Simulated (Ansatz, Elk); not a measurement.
**How far do independent atoms describe CdPb2?**

The structure of CdPb2 used here is made up (a known structure type with other elements) and was relaxed beforehand with PBE. The aim is the Fourier transform of its all-electron density, F(hkl), set beside the sum over free spherical atoms that refinements use.

Program: Elk 11.2.3 (patched build). Level of theory: DFT, PBE, all-electron APW+lo, Dirac cores, scalar-relativistic bands, static density, no spin. Results are calculated unless marked as measured.

This account leaves out most program logs.

The structure was built from a prototype and need not be the compound's stable phase.

### Step 1. The structure

It takes space group P-3m1 (No. 164, trigonal). The conventional cell has a = 4.413 Å, b = 4.413 Å, c = 5.605 Å, α = 90.00°, β = 90.00°, γ = 120.00°. Pb has 3 Cd at 3.10 Å and 3 Pb at 3.29 Å nearest. Nearest to Cd lie 6 Pb at 3.10 Å. Farther neighbours are not listed.

### Step 2. Ground state and structure factors

An all-electron density is needed, since X-rays see the cores too. Task 0 finds the density and task 195 Fourier-transforms it; tshift is off so that phases refer to the origin typed.

elk.in reads:

```
tasks
  0
  195

xctype
  20

spinpol
  .false.

rgkmax
  7.0

gmaxvr
  14.0

lmaxo
  7

lmaxapw
  8

swidth
  0.002

tshift
  .false.

ramdisk
  .false.

hmaxvr
  5.5

maxscl
  120

epspot
  1e-06

sppath
  './'

avec
  8.34030575880 0.00000000000 0.00000000000
  -4.17015287940 7.22291666245 -0.00000000000
  0.00000000000 -0.00000000000 10.59149646201

atoms
  2
  'Pb.in'
  2
  0.3333333333 0.6666666667 0.3145967656   0.000000 0.000000 0.000000
  0.6666666667 0.3333333333 0.6854032344   0.000000 0.000000 0.000000
  'Cd.in'
  1
  -0.0000000000 -0.0000000000 0.0000000000   0.000000 0.000000 0.000000

ngridk
  6 6 4
```

The run is started by

```bash
$ OMP_NUM_THREADS=4 elk
```

It took 24 s on 4 threads of Arm Neoverse V1, shared host; peak memory 0.17 GiB; 57 s of CPU time.

SFACRHO.OUT:

```text

h k l indices transformed by vhmat matrix:
   1.000000000       0.000000000       0.000000000    
   0.000000000       1.000000000       0.000000000    
   0.000000000       0.000000000       1.000000000    

      h      k      l  multipl.   |H|            Re(F)            Im(F)           |F|

      0      0      0      1   0.0000000       212.00000      0.40536718E-16   212.00000    
      0      0     -1      2  0.59322923      -16.515733     -0.17697884E-13   16.515733    
      0     -1      0      6  0.86989586      -32.139042      0.21881978E-17   32.139042    
      1     -1     -1      6   1.0529196      -45.860788      0.35429099E-13   45.860788    
      1     -1      1      6   1.0529196       186.08018     -0.65324514E-13   186.08018    
      0      0     -2      2   1.1864585      -57.913315     -0.35428026E-13   57.913315    
      1     -1      2      6   1.4711908     -0.93968202      0.35417628E-13  0.93968202    
      0     -1      2      6   1.4711908       169.26268      0.14004215E-16   169.26268    
     -1      2      0      6   1.5067038       171.87246      0.59951499E-13   171.87246    
     -1      2     -1     12   1.6192830      -15.836159     -0.35418535E-13   15.836159    
      2      0      0      6   1.7397917      -29.325384      0.53121143E-13   29.325384    
      0      0     -3      2   1.7796877       155.19698      0.53088580E-13   155.19698    
      0     -2      1      6   1.8381502       160.44448      0.90120313E-17   160.44448    
      2     -2      1      6   1.8381502      -41.483995      0.70804481E-13   41.483995    
     -1      2     -2     12   1.9177696      -52.302129     -0.70861765E-13   52.302129    
      0      1     -3      6   1.9809107       12.347535     -0.17760132E-13   12.347535    
     -1      1     -3      6   1.9809107      -61.777066     -0.75301118E-13   61.777066    
      2     -2      2      6   2.1058392       150.09049     -0.10627131E-12   150.09049
```

Elk indexes on the primitive cell of elk.in and gives |H| = 4π sin θ/λ in inverse bohr. Below, one row stands for each form hkl of the conventional cell (m members, Friedel mates merged), F is for one primitive cell and the density is static (no thermal factor). Free-atom factors are Waasmaier and Kirfel's, and R is Σm||F|−|F'||/Σm|F|.

| hkl | m | sin θ/λ (Å⁻¹) | abs F, DFT | neutral atoms | diff. |
| --- | --- | --- | --- | --- | --- |
| 001 | 2 | 0.089 | 16.516 | 16.536 | -0.021 |
| 100 | 6 | 0.131 | 32.139 | 32.148 | -0.009 |
| 101 | 6 | 0.158 | 45.861 | 45.868 | -0.007 |
| 011 | 6 | 0.158 | 186.080 | 186.330 | -0.250 |
| 002 | 2 | 0.178 | 57.913 | 57.924 | -0.011 |
| 012 | 6 | 0.221 | 0.940 | 0.869 | +0.071 |
| 102 | 6 | 0.221 | 169.263 | 169.554 | -0.291 |
| 110 | 6 | 0.227 | 171.873 | 172.125 | -0.252 |
| 111 | 12 | 0.243 | 15.836 | 15.768 | +0.068 |
| 200 | 6 | 0.262 | 29.325 | 29.271 | +0.054 |
| 003 | 2 | 0.268 | 155.197 | 155.396 | -0.199 |
| 201 | 6 | 0.276 | 160.445 | 160.602 | -0.157 |
| 021 | 6 | 0.276 | 41.484 | 41.431 | +0.053 |
| 112 | 12 | 0.288 | 52.302 | 52.260 | +0.042 |
| 103 | 6 | 0.298 | 12.348 | 12.378 | -0.030 |
| 013 | 6 | 0.298 | 61.777 | 61.746 | +0.031 |
| 022 | 6 | 0.317 | 150.090 | 150.020 | +0.070 |
| 202 | 6 | 0.317 | 2.015 | 1.997 | +0.018 |

### Step 3. The highest occupied states alone

An energy window below the Fermi level keeps the highest occupied states, to see at which angles they scatter; shallow core shells can lie inside it and anion s states outside. No new self-consistency is needed.

elk.in: that of step 2 with these lines changed.

```diff
@@ -1,3 +1,2 @@
 tasks
-  0
   195
@@ -40,2 +39,5 @@
 
+wsfac
+  -0.196430 0.471060
+
 sppath
```

The run is started by

```bash
$ OMP_NUM_THREADS=4 elk
```

The job ended after 11 s (4 threads; peak memory 0.17 GiB).

States within 10 eV below the Fermi level hold 19.71 electrons; any levels below the window count with the cores, and a count that is not whole means the window cuts a band. Their amplitudes can exceed the total, where window and core parts have opposite phase:

| hkl | sin θ/λ (Å⁻¹) | abs F, window | abs F, all |
| --- | --- | --- | --- |
| 001 | 0.089 | 8.151 | 16.516 |
| 100 | 0.131 | 7.027 | 32.139 |
| 101 | 0.158 | 6.323 | 45.861 |
| 011 | 0.158 | 8.593 | 186.080 |
| 002 | 0.178 | 5.840 | 57.913 |
| 012 | 0.221 | 4.949 | 0.940 |
| 102 | 0.221 | 4.994 | 169.263 |
| 110 | 0.227 | 4.806 | 171.873 |
| 111 | 0.243 | 4.333 | 15.836 |
| 200 | 0.262 | 3.889 | 29.325 |

### Step 4. Another functional

The difference from free atoms is small, so it is set against the change that LDA (Perdew-Wang) makes.

elk.in: that of step 3 with these lines changed.

```diff
@@ -1,2 +1,3 @@
 tasks
+  0
   195
@@ -4,3 +5,3 @@
 xctype
-  20
+  3
 
@@ -39,5 +40,2 @@
 
-wsfac
-  -0.196430 0.471060
-
 sppath
```

The run is started by

```bash
$ OMP_NUM_THREADS=4 elk
```

Elapsed: 14 s, on 4 threads; peak memory 0.17 GiB.

Against the first run R = 0.01 %; the largest change is -0.037 at 201.

### Step 5. Basis size

The basis and the expansions that go with it are enlarged, to see whether the differences are converged.

elk.in: that of step 4 with these lines changed.

```diff
@@ -5,3 +5,3 @@
 xctype
-  3
+  20
 
@@ -11,12 +11,12 @@
 rgkmax
-  7.0
+  8.5
 
 gmaxvr
-  14.0
+  18.0
 
 lmaxo
-  7
+  9
 
 lmaxapw
-  8
+  10
```

The run is started by

```bash
$ OMP_NUM_THREADS=4 elk
```

Run time: 54 s. Hardware: 4 threads; peak memory 0.31 GiB.

Against the first run R = 0.00 %; the largest change is -0.014 at 014.

### Step 6. A coarser k-mesh

About half the k-points along each axis test the sampling.

elk.in: that of step 5 with these lines changed.

```diff
@@ -11,12 +11,12 @@
 rgkmax
-  8.5
+  7.0
 
 gmaxvr
-  18.0
+  14.0
 
 lmaxo
-  9
+  7
 
 lmaxapw
-  10
+  8
 
@@ -59,2 +59,2 @@
 ngridk
-  6 6 4
+  3 3 2
```

The run is started by

```bash
$ OMP_NUM_THREADS=4 elk
```

Wall time 18 s (4 threads); peak memory 0.17 GiB; 31 s of CPU time.

Against the first run R = 0.00 %; the largest change is +0.051 at 002.

### Step 7. Settings against the effect

| run | R against the first run (%) | R against neutral atoms, low angle (%) | wall time |
| --- | --- | --- | --- |
| PBE, rgkmax 7 | 0.00 | 0.13 | 24 s |
| LDA (Perdew-Wang) | 0.01 | 0.15 | 14 s |
| rgkmax 8.5 with larger expansions | 0.00 | 0.13 | 54 s |
| k-mesh 3×3×2 | 0.00 | 0.13 | 18 s |

### Step 8. Summary of results

```yaml
r_against_neutral_atoms_sin_theta_lambda_0p3_a_minus1: 0.13 %
r_against_neutral_atoms_0p3_to_0p74_a_minus1: 0.06 %
```

Independent neutral atoms miss the calculated amplitudes by R = 0.13 % below 0.3 Å⁻¹ and 0.06 % from there to 0.74 Å⁻¹; by shells, 0.04 % below 0.15 Å⁻¹ (2 forms), 0.14 % 0.15 to 0.3 (14 forms), 0.04 % 0.3 to 0.45 (24 forms), 0.07 % above 0.45 (109 forms). Bonding, aspherical density and the tables' own atoms all enter these figures, and the runs don't part them. The largest change of an amplitude is -0.29 electrons, at 102. The window's part falls from 19.7 electrons at the origin to at most 0.66 between 0.45 and 0.74 Å⁻¹. Below 0.3 Å⁻¹ the changes that finished (LDA (Perdew-Wang), rgkmax 8.5 with larger expansions and k-mesh 3×3×2) move F by R = 0.02 % at most, against the 0.13 % that separates it from free atoms. Spin-orbit coupling is left out, which can matter for elements this heavy. Part of the difference isn't bonding: the tables are fits to free atoms and ions calculated by other methods than this functional. Thermal motion, anomalous dispersion and extinction are left out.

[Logs are printed without paths, hosts, clocks, repeated set-up lines and the standing remarks that a program may print on its own settings, such as how far it seeks lower states.]

[Hosts, paths, dates, database ids (printed as entryN), source tags and the programs' standing remarks are cut or masked in the printed files.]
